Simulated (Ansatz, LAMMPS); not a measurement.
# Glassy 29TiO2-71Al2O3 (mol %) (137 atoms) under strain, part 4 of 4

How stiff is glassy 29TiO2-71Al2O3 (mol %) (137 atoms), and how do its levels respond to strain?

Ansatz 0.2.0; Kohn-Sham DFT, PBE, PAW (set soft_2), plane waves.

The cell: 9 Ti, 44 Al and 84 O. The quench rate of 1000 K/ps is orders of magnitude faster than experiment. The network of bonds at the start is that of the classical potential that made the cell. Only the Γ point is sampled.

So far. Step 11 (Compressed by 1 % along x): The relaxation converged after 8 steps, 0.0767 eV below its start, with a largest force component of 0.042 eV/Å. Step 11 (Compressed by 1 % along x): Compressed by 1 % along x: the energy stands 0.0855 eV above that of the reference, at a pressure of 1.01 GPa.

## 12. Sheared by 2 % in xy

A shear of the relaxed cell gives the modulus that volume changes can't reach.

input.yaml

```yaml
crystal:
  lattice:
    - [11.79895, 0.15935, 0.05718]
    - [0.15742, 11.60637, 0.20422]
    - [0.05922, 0.20479, 11.50067]
  atoms:
    [... the 137 atom lines of step 4 ...]
kpoints:
  mp_grid: { grid: [1, 1, 1] }
hamiltonian:
  xc: pbe
scf:
  occupations: { method: fixed }
output:
  forces: true
  eigenvalues: true
  stress: true
relax:
  f_tol: 0.05
  max_steps: 70
```

Command:

```console
$ ansatz run input.yaml --threads 4 --pin off --max-ram 8192MiB --backend cpu --events-out ev --progress --plain --runs-dir out
```

Numbers of over 12 decimals in the logs are rounded to 6 here.

Log:

```text
[...]
Crystal: 137 atoms, lattice volume = 1574.119 Å³
Basis set: ecut = 420 eV, 30801 PW (Γ), exchange–correlation on 160×160×160 points (8 copies of the dense FFT grid, shifted against one another)
Bands: 509, of which v1, the nominal top of the filled ones, is band 372 counted from 1 (371 counted from 0)
Symmetry: 1 space group operations
[...]
k-points: 1
[...]
SCF iter   1: F=—  HF=-93992.664052 eV  |F-HF|=—  |Δ(HF+E_count)|=         —  Δρ=3.63e-3  dr2=3.28e-1  ethr=1.77e-3  ⟨swp⟩=4.0  Hψ=1788  notcnv=0  defer=133
[...]
SCF iter   8: F=-93992.610763 eV  HF=-93992.610759 eV  |F-HF|=4.14e-6  |Δ(HF+E_count)|=   9.59e-6  Δρ=2.32e-5  dr2=1.00e-5  ethr=8.40e-9  ⟨swp⟩=17.0  Hψ=2810  notcnv=0
SCF 1 converged in 8 iterations: F = -93992.610763 eV  dr2 = 1.00e-5
[...]
relax step   1: F+E_penalty+E_count = -93992.61076334 eV  Δ(F+E_penalty+E_count) = +0.000e0 eV  max|allowed force component| = 4.064e-1 eV/Å  Δτ_max = 0.0000 Å  (8 SCF iters, dr2 threshold 6.25e-5 eV, accepted)
[...]
relax step   2: F+E_penalty+E_count = -93992.67658029 eV  Δ(F+E_penalty+E_count) = -6.582e-2 eV  max|allowed force component| = 2.367e-1 eV/Å  Δτ_max = 0.0163 Å  (6 SCF iters, dr2 threshold 1.03e-5 eV, accepted)
[...]
relax step   3: F+E_penalty+E_count = -93992.71032210 eV  Δ(F+E_penalty+E_count) = -3.374e-2 eV  max|allowed force component| = 8.041e-2 eV/Å  Δτ_max = 0.0177 Å  (7 SCF iters, dr2 threshold 3.50e-6 eV, accepted)
relax step   4: F+E_penalty+E_count = -93992.70507950 eV  Δ(F+E_penalty+E_count) = +5.243e-3 eV  max|allowed force component| = 1.146e-1 eV/Å  Δτ_max = 0.0639 Å  (11 SCF iters, rejected (line search))
[...]
relax step   5: F+E_penalty+E_count = -93992.72045428 eV  Δ(F+E_penalty+E_count) = -1.013e-2 eV  max|allowed force component| = 3.721e-2 eV/Å  Δτ_max = 0.0291 Å  (10 SCF iters, accepted)
SCF converged after 10 iterations
Free energy (F): -93992.720454 eV
[...]
Internal energy: -93992.720454 eV  (E = F + TS)
E sigma→0 (E₀):  -93992.720454 eV
Fermi energy:    5.448095 eV
[...]
--- Forces (eV/Å), atoms counted from 1 ---
  atom   1  Ti    -0.01272264     0.00463146    -0.00953745
  atom   2  Ti    -0.01007617    -0.00077545     0.01090003
  atom   3  Ti    -0.00572297    -0.00072062    -0.00986429
  atom   4  Ti     0.02879324    -0.00410485    -0.01281042
  atom   5  Ti    -0.00307893    -0.00011930     0.00204005
  atom   6  Ti    -0.00374838     0.00217825    -0.00162007
  atom   7  Ti    -0.00612982    -0.00835363     0.01050697
  atom   8  Ti     0.00030293    -0.01349614     0.00721769
  atom   9  Ti     0.01010567     0.01759652    -0.02068116
  atom  10  Al     0.00696117     0.01255268    -0.01459611
  atom  11  Al    -0.00946954     0.01094778    -0.00058025
  atom  12  Al    -0.01165618     0.00164172     0.00864307
  atom  13  Al     0.01999629    -0.01029932     0.00468563
  atom  14  Al    -0.00710711     0.00989015     0.02466643
[...]
atom 136  O     -0.01320137     0.00025892    -0.00171974
  atom 137  O     -0.00669872     0.01768576    -0.00776983
  max |Σ_I F_I| component: 1.76e-4 eV/Å
--- Stress (GPa, compression-positive) ---
       -0.038339      -1.031237       0.052274
       -1.031229      -0.007511       0.087271
        0.052271       0.087265      -0.135932
  P = ⅓ Tr σ = -0.0606 GPa (-0.606 kbar)
--- Band table (eV) ---
[...]
--- Relaxed structure (5 steps of the walk, 4 accepted, 0 SCFs on fresh bases) ---
  F+E_penalty+E_count = -93992.72045428 eV   max|allowed force component| = 3.721e-2 eV/Å
  atoms:
    - { symbol: Ti, position: [0.366923, 0.734840, 0.833114] }
    - { symbol: Ti, position: [0.073228, 0.915194, 0.377438] }
    - { symbol: Ti, position: [0.393083, 0.208842, 0.399626] }
    - { symbol: Ti, position: [0.795868, 0.578824, 0.206309] }
[...]
- { symbol: O, position: [0.898223, 0.799509, 0.582323] }
```

It took 1.7 min on 4 threads of Intel Xeon Platinum 8259CL at 2.50GHz (Skylake/Cascade Lake), shared host; peak memory 2.5 GiB.

The relaxation converged after 5 steps, 0.110 eV below its start, with a largest force component of 0.037 eV/Å.

Sheared by 2 % in xy: the energy stands 0.104 eV above that of the reference, at a pressure of -0.0606 GPa.

## 13. Pressure against volume

Atoms are relaxed at each volume, in the scaled cell.

| volume change (%) | volume (Å³/atom) | energy change (meV/atom) | pressure (GPa) | largest move on relaxing (Å) | bonds | gap (eV) |
| --- | --- | --- | --- | --- | --- | --- |
| -10 | 10.342 | 37.44 | 10.60 | 0.62 | 256 | 2.23 |
| -6 | 10.802 | 9.38 | 6.76 | 1.11 | 251 | 2.60 |
| -3 | 11.146 | 3.39 | 3.26 | 0.21 | 248 | 2.07 |
| +0 | 11.491 | 0.00 | 0.00 | - | 244 | 2.10 |
| +3 | 11.836 | 2.68 | -2.59 | 0.45 | 239 | 2.08 |
| +6 | 12.181 | 10.55 | -4.94 | 0.78 | 240 | 1.98 |

## 14. Uniaxial strain and shear

Stress (GPa, compression positive) less that of the relaxed cell, atoms relaxed:

| strain | xx | yy | zz | xy | energy change (meV/atom) |
| --- | --- | --- | --- | --- | --- |
| stretched by 1 % along x | -1.659 | -0.787 | -0.514 | -0.001 | 0.63 |
| compressed by 1 % along x | 1.650 | 0.848 | 0.547 | 0.045 | 0.62 |
| sheared by 2 % in xy | -0.045 | -0.008 | -0.125 | -1.032 | 0.76 |

## 15. Outcome

The bulk modulus, from the slope of pressure against ln V over the three points nearest the relaxed volume, is 97.5 GPa; between neighbouring points the slope runs 88, 111, 107, 87 and 82 GPa from the smallest volume up, without a steady fall, so no pressure derivative is given. The count of bonds runs from 239 to 256 over the series, so at some points contacts cross the cutoffs. At -10 %, -6 % and +6 % some atom moved by over 0.5 Å on relaxing, so those points may sit in another local minimum. The gap goes from 2.23 eV at the smallest volume to 1.98 eV at the largest, not monotonically (lowest 1.98, highest 2.60 eV), on the run's k-points. In the Cartesian axes of the cell, finite differences give C11 = 165, C12 = 81.8, C13 = 53.0 and C66 = 51.6 GPa (the shear of 2 % is the engineering strain, εxy = 0.01). The mean of C11, C12 and C13, which equals the bulk modulus in a cubic or isotropic solid, is 100 GPa: it agrees with the bulk modulus within 10 %. For an isotropic solid C66 would equal (C11 − C12)/2 = 41.8 GPa; so small a sample needn't be isotropic, and C66 rests on one shear. With the bulk modulus and C66 as K and G, Young's modulus would be about 132 GPa and Poisson's ratio 0.28.

Caveats: Strains are finite and relaxations stop at the force tolerance of the input, which can leave moduli too stiff; they are those of a static cell at zero temperature. Volumes are changed with the cell's shape held, so in an anisotropic solid the modulus lies over the one under free hydrostatic load. The program notes that the SCF threshold of the relaxations is loose for the stress.

The DFT runs together took 36 min of wall time.

[Logs are printed without paths, hosts, clocks, repeated set-up lines and the standing remarks that a program may print on its own settings, such as how far it seeks lower states.]

[Hosts, paths, dates, database ids (printed as entryN), source tags and the programs' standing remarks are cut or masked in the printed files.]
